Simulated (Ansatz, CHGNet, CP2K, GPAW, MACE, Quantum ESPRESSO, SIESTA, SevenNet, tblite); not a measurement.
**GPAW runs on random rock-salt alloy of NbC and TiC (64 atoms)**

Aim: run random rock-salt alloy of NbC and TiC (64 atoms) in GPAW and see how near its forces come to a plane-wave reference, and at what cost.

Program: GPAW 26.7.0. Level of theory: the method is named at each step. Results are calculated unless marked as measured.

## (1) Starting point

The cell holds 64 atoms: 28 Ti, 32 C and 4 Nb. Its edges and angles: a = 8.692 Å, b = 8.692 Å, c = 8.692 Å, α = 90.0°, β = 90.0°, γ = 90.0°. It derives from NbC (rock-salt), repeated 2×2×2. Rock-salt NbC, 2 x 2 x 2 conventional cells, 28 of 32 Nb sites given to Ti at random (x = 0.875), lattice by Vegard's rule (a = 4.346 Å); not relaxed, displaced by a Gaussian of 0.02 Å. Then every atom was moved at random, 0.02 Å r.m.s. a Cartesian component.

The yardstick, on the same geometry:

```
method                 : Kohn-Sham DFT, PBE, PAW, plane waves (Ansatz 0.2.0); cutoff 420 eV, Γ point, fermi-dirac smearing of 0.05 eV; PAW set soft_2
r.m.s. force component : 0.5059 eV/Å
longest force          : 1.706 eV/Å
pressure               : 1.357 GPa
SCF cycles             : 8
time                   : 4 s on 8 threads of Arm Neoverse V2, shared host
CPU time               : 27 s
```

## (2) PBE, LCAO dzp, h 0.28 Å

Method: Kohn-Sham DFT, PBE, PAW, atomic orbitals (dzp).

Input file run.py:

```python
import numpy as np
from ase.io import read
from gpaw import GPAW, FermiDirac

atoms = read("structure.xyz")
atoms.calc = GPAW(
    mode="lcao",
    basis="dzp",
    h=0.28,
    xc="PBE",
    kpts={"size": (1, 1, 1), "gamma": True},
    occupations=FermiDirac(0.05),
    maxiter=200,
    symmetry={"point_group": False},
    txt="gpaw.txt",
)
energy = atoms.get_potential_energy(force_consistent=True)
forces = atoms.get_forces()
print(f"energy {energy:.6f} eV")
print("forces (eV/A)")
for i, (a, f) in enumerate(zip(atoms, forces)):
    print(f"{i:4d} {a.symbol:2s} {f[0]:10.5f} {f[1]:10.5f} {f[2]:10.5f}")
print(f"Fermi level {atoms.calc.get_fermi_level():.4f} eV")
for k in range(len(atoms.calc.get_ibz_k_points())):
    for s in range(atoms.calc.get_number_of_spins()):
        e = atoms.calc.get_eigenvalues(kpt=k, spin=s)
        n = np.searchsorted(e, atoms.calc.get_fermi_level())
        print(f"k {k} spin {s} levels about the Fermi level:", np.round(e[max(n - 6, 0):n], 4).tolist(), "|", np.round(e[n:n + 6], 4).tolist())
```

Input file structure.xyz:

```xyz
64
Lattice="8.69160 0.00000 0.00000 0.00000 8.69160 0.00000 0.00000 0.00000 8.69160" Properties=species:S:1:pos:R:3 pbc="T T T"
Ti 8.66987 0.00217 8.68413
C 2.20402 0.07849 8.67891
Ti 8.67648 2.19202 2.17881
C 2.19889 2.19098 2.20019
Ti 2.20002 0.06519 2.13170
C 0.05502 8.68856 2.13952
Ti 2.12284 2.19932 8.63267
C 0.00869 2.21757 8.68969
Ti 0.00904 8.67795 4.36518
C 2.17942 0.00017 4.30547
Ti 8.66848 2.20593 6.53469
C 2.17785 2.20827 6.52991
Ti 2.18811 8.65527 6.51896
C 8.64953 0.06128 6.49932
Nb 2.18837 2.19333 4.28557
C 8.69056 2.08451 4.34615
Ti 8.69030 4.37900 8.65944
C 2.19063 4.33276 8.67265
Nb 8.64049 6.57259 2.14648
C 2.19289 6.49349 2.21949
Ti 2.18681 4.30990 2.14361
C 0.01434 4.39752 2.19698
Ti 2.19028 6.52913 0.01556
C 0.00965 6.54408 0.01226
Ti 0.03876 4.32581 4.31894
C 2.13135 4.34441 4.31347
Ti 0.04728 6.54391 6.45777
C 2.19072 6.49914 6.56746
Ti 2.14091 4.35345 6.51635
C 0.03303 4.34450 6.45699
Ti 2.14709 6.52000 4.33155
C 8.66422 6.52357 4.34085
Ti 4.38117 8.64779 0.02651
C 6.56894 8.66248 0.00087
Ti 4.39977 2.12657 2.13709
C 6.50740 2.14474 2.17777
Ti 6.50558 8.69082 2.13109
C 4.31973 0.02573 2.14204
Nb 6.55573 2.18029 8.68030
C 4.32059 2.12449 8.68586
Ti 4.31747 8.67552 4.29287
C 6.51244 0.02938 4.33050
Nb 4.35301 2.18177 6.51574
C 6.47594 2.19046 6.51913
Ti 6.55660 0.00947 6.50097
C 4.33407 8.67083 6.55268
Ti 6.53869 2.14422 4.36909
C 4.28722 2.22635 4.32564
Ti 4.34919 4.37683 0.02929
C 6.51070 4.35223 8.66101
Ti 4.34050 6.45760 2.17203
C 6.52026 6.54060 2.18828
Ti 6.51948 4.33563 2.16264
C 4.39934 4.32251 2.15378
Ti 6.52896 6.52974 0.03798
C 4.32520 6.48680 8.68882
[... 4 atom lines left out ...]
Ti 6.53269 4.33163 6.59032
C 4.35310 4.36901 6.49584
Ti 6.49984 6.60170 4.36336
C 4.40734 6.52696 4.38335
```

The run is started by

```sh
OMP_NUM_THREADS=1 python run.py > output.txt
```

Log:

```text
energy -541.511051 eV
forces (eV/A)
   0 Ti    0.84114    0.37443   -0.32423
   1 C    -0.12583   -0.89594   -0.01521
   2 Ti   -0.16093   -0.11984   -0.10399
   3 C    -0.32287   -0.05270   -1.46475
   4 Ti   -0.29967   -0.99269   -0.17888
   5 C    -0.70700    1.18433    0.42520
   6 Ti    0.77451   -0.30587    0.76260
   7 C     0.17038   -0.65593    0.07894
   8 Ti    0.03212    0.24911   -0.59320
   9 C    -0.02774   -0.25768    0.62307
  10 Ti    0.67747   -0.08459   -0.62201
  11 C    -0.86824   -0.44746   -0.00308
  12 Ti   -0.08995    0.59041    0.01201
  13 C     0.68865   -0.93699    0.26392
  14 Nb   -0.83407   -0.70036    1.06710
  15 C    -0.54200    1.27118   -0.07521
  16 Ti    0.34204    0.39631    0.66211
  17 C    -0.34317    0.43324    0.09308
  18 Nb    0.95545   -0.80462    0.68556
  19 C     0.28931    0.39107   -0.31128
  20 Ti   -0.30759    0.55187   -0.10997
  21 C     0.32343   -1.34689   -0.84994
  22 Ti   -0.48820   -0.06947   -0.45971
  23 C     0.19924   -0.39171   -0.98504
[...]
56 Ti    0.34090    0.58298   -0.35129
  57 C    -0.33187   -0.08674   -0.96424
  58 Ti    0.02524    0.01741    0.38963
  59 C     0.04595    0.34553   -0.19608
  60 Ti    0.13881    0.83512   -1.32169
  61 C    -0.13857    0.05844    0.27351
  62 Ti    0.37012   -1.06898    0.12937
  63 C    -1.07582    0.07155   -0.60475
Fermi level 10.3499 eV
k 0 spin 0 levels about the Fermi level: [10.076, 10.094, 10.1052, 10.156, 10.1738, 10.3329] | [10.364, 10.3734, 10.3892, 10.4009, 10.4611, 11.1288]
```

gpaw.txt:

```text
Input parameters:
  mode=LCAO(),
  basis={'default': 'dzp'},
  h=0.28,
  kpts=MonkhorstPack(size=(1, 1, 1), gamma=True),
  maxiter=200,
  occupations=Occupations(name='fermi-dirac', width=0.05, fixmagmom=False),
  symmetry=Symmetry(point_group=False),
  xc=XC(name='PBE')
Unit cell  # Å
| periodic |        x |        y |        z |  lengths |    angles |
|----------|----------|----------|----------|----------|-----------|
|      yes | 8.691600 | 0.000000 | 0.000000 | 8.691600 | 90.000000 |
|      yes | 0.000000 | 8.691600 | 0.000000 | 8.691600 | 90.000000 |
|      yes | 0.000000 | 0.000000 | 8.691600 | 8.691600 | 90.000000 |
Number of symmetries: 1
Symmetry operations  # r_c * U_cc + t_c -> r_c
|   | kind |            matrix            |
|---|------|------------------------------|
| 0 |  E   |  1, 0, 0,  0, 1, 0,  0, 0, 1 |
BZ-sampling:
  Number of BZ points: 1
  Number of IBZ points: 1
  Monkhorst-Pack size: [1, 1, 1]
  Monkhorst-Pack shift: [0, 0, 0]
[... lines left out ...]
  Fermi-Dirac:
[... lines left out ...]
xc functional:
  name: PBE with 2 nearest neighbor stencil
interpolation: tri-quintic # 5. degree polynomial
Initialization done in: 13.451 s
convergence criteria:
- Maximum [total energy] change in last 3 cyles: 0.0005 eV / valence electron
- Maximum integral of absolute [dens]ity change: 0.0001 electrons / valence electron
- Maximum integral of absolute [eigenst]ate change: 4e-08 eV^2 / valence electron
maximum number of iterations: 200
SCF iterations
|iter     |      energy | eigst |  dens |
|---------|-------------|-------|-------|
|iter:   1| -610.983413 |      c|       |
|iter:   2| -585.383221 |      c| -0.81 |
|iter:   3| -541.532492 |      c| -0.91 |
|iter:   4| -549.092406 |      c| -1.65 |
[...]
|iter:   8| -541.379590 |      c| -1.86 |
|iter:   9| -541.330329 |      c| -2.35 |
|iter:  10| -541.335379c|      c| -2.63 |
|iter:  11| -541.317159c|      c| -2.65 |
|iter:  12| -541.320934c|      c| -2.98 |
|iter:  13| -541.315410c|      c| -2.95 |
|iter:  14| -541.314059c|      c| -3.23 |
|iter:  15| -541.313987c|      c| -3.73 |
|iter:  16| -541.313906c|      c| -3.81 |
|iter:  17| -541.313917c|      c| -4.20c|
Converged in 17 steps
SCF loop duration: 306.783 s (18.046 s/step)
Energy contributions relative to reference atoms: (reference = -1098781.090738)
Energy contributions:
  Kinetic:         473.732417
  Coulomb:        -529.197343
  Zero:             23.432060
  External:          0.000000
  Xc:             -509.083917
  Entropy:          -0.394269
  Spinorbit:         0.000000
  ----------------------------
  Free energy:    -541.511051
  Extrapolated:   -541.313917
dipole moment: (25.823624, 23.584360, 71.681465)  # |e|*Ang
Fermi level: 10.350
Eigenvalues  # (at kpt = [0.000, 0.000, 0.000])
| band index |      eig [eV] | occ [0-2] |
|------------|---------------|-----------|
|          0 |       -46.025 |     2.000 |
|        ... |               |           |
|        249 |        10.024 |     1.997 |
|        250 |        10.072 |     1.992 |
[...]
|        264 |        11.160 |     0.000 |
|        ... |               |           |
|        313 |        13.690 |     0.000 |
Gap: 0.031 eV
Transition (v -> c):
  (s=0, k=0, n=256, [0.00, 0.00, 0.00]) -> (s=0, k=0, n=257, [0.00, 0.00, 0.00])
No difference between direct/indirect transitions
Force computation time: 50.142  # s
timing:  # [seconds]
  Total:  370.411  # ━━━━━━━━━━━━━━━━━━━━━━━━━━━━━━━━━━━━━━━━━━━━━━━━━━━━━━━━
  Init:    13.450  # ━━
  SCF:    306.783  # ━━━━━━━━━━━━━━━━━━━━━━━━━━━━━━━━━━━━━━━━━━━━━━╸
  Forces:  50.142  # ━━━━━━━╸
```

Run time: 6.2 min. Hardware: 1 thread of Arm Neoverse V2, shared host; peak memory 0.86 GiB.

Banners, paths, timers and routine set-up lines are dropped from the logs unmarked, and long logs keep their key lines alone; longer cuts are marked.

Against the reference:

```yaml
r_m_s_force_component: 0.5496 eV/Å
r_m_s_difference_of_force_components: 51.15 meV/Å
longest_difference_of_force_vectors: 209.3 meV/Å
force_difference_over_r_m_s_force: 10.11 %
slope_of_forces_against_the_reference_s: 1.085
correlation_of_force_components: 0.9988
```

This is a coarse setting, run to see what it loses.

Length of the force difference by element (eV/Å):

| element | atoms | mean | most |
| --- | --- | --- | --- |
| C | 32 | 0.10 | 0.21 |
| Nb | 4 | 0.071 | 0.087 |
| Ti | 28 | 0.047 | 0.10 |

A closer look about C48, which bears the longest force: 9 atoms, nearest first, numbered in the order of the input, with positions taken from that point.

| atom | x | y | z | distance (Å) | bonds | Fx | Fy | Fz (eV/Å) |
| --- | --- | --- | --- | --- | --- | --- | --- | --- |
| C48 | 0.00 | 0.00 | 0.00 | 0.00 | 6 | 1.73 | -0.79 | -0.25 |
| Nb15 | -2.10 | -0.03 | -0.04 | 2.10 | 6 | -0.83 | -0.70 | 1.07 |
| Ti57 | 0.07 | 2.11 | 0.03 | 2.11 | 6 | 0.34 | 0.58 | -0.35 |
| Nb43 | 0.07 | -0.04 | 2.19 | 2.19 | 6 | -0.18 | -0.60 | 0.22 |
| Ti35 | 0.11 | -0.10 | -2.19 | 2.19 | 6 | -0.63 | 0.74 | 0.40 |
| Ti41 | 0.03 | -2.24 | -0.03 | 2.24 | 6 | 0.58 | -0.18 | 0.61 |
| Ti47 | 2.25 | -0.08 | 0.04 | 2.25 | 6 | -0.02 | 0.69 | -0.55 |
| C4 | -2.09 | -0.04 | -2.13 | 2.98 | 6 | -0.32 | -0.05 | -1.46 |
| C54 | 0.11 | 2.10 | -2.17 | 3.02 | 6 | -0.29 | 0.18 | 0.21 |

Atoms are counted from 1 here, from 0 in the log.

Forces lie 10 % from the reference's, at 14 times its CPU time (on 1 against 8 cores).

Further runs of this program without a result: GPAW PBE, LCAO dzp, h 0.2 Å (cut off at its time limit); GPAW LDA, LCAO dzp, h 0.2 Å (cut off at its time limit); GPAW PBE, LCAO szp(dzp), h 0.2 Å (cut off at its time limit).

## (3) Results

```yaml
force_difference_from_the_reference: GPAW PBE, LCAO dzp, h 0.28 Å (coarse), 10 %
its_cpu_time: 6.2 min
```

In words: Runs with settings chosen to be coarse differ by 10 % (GPAW PBE, LCAO dzp, h 0.28 Å), their programs' other errors included. The host structure and its lattice constant were typed by rule, without a check against the phase diagram. The electronic-structure runs sample only Γ, in a cell whose shortest periodic width is 9 Å, which is coarse for a cell with partly filled levels.

[Also dropped from logs without a mark: logging warnings of Python, and SIESTA's first energy breakdown and zero terms.]

[Logs are printed without paths, hosts, clocks, repeated set-up lines and the standing remarks that a program may print on its own settings, such as how far it seeks lower states.]

[Hosts, paths, dates, database ids (printed as entryN), source tags and the programs' standing remarks are cut or masked in the printed files.]
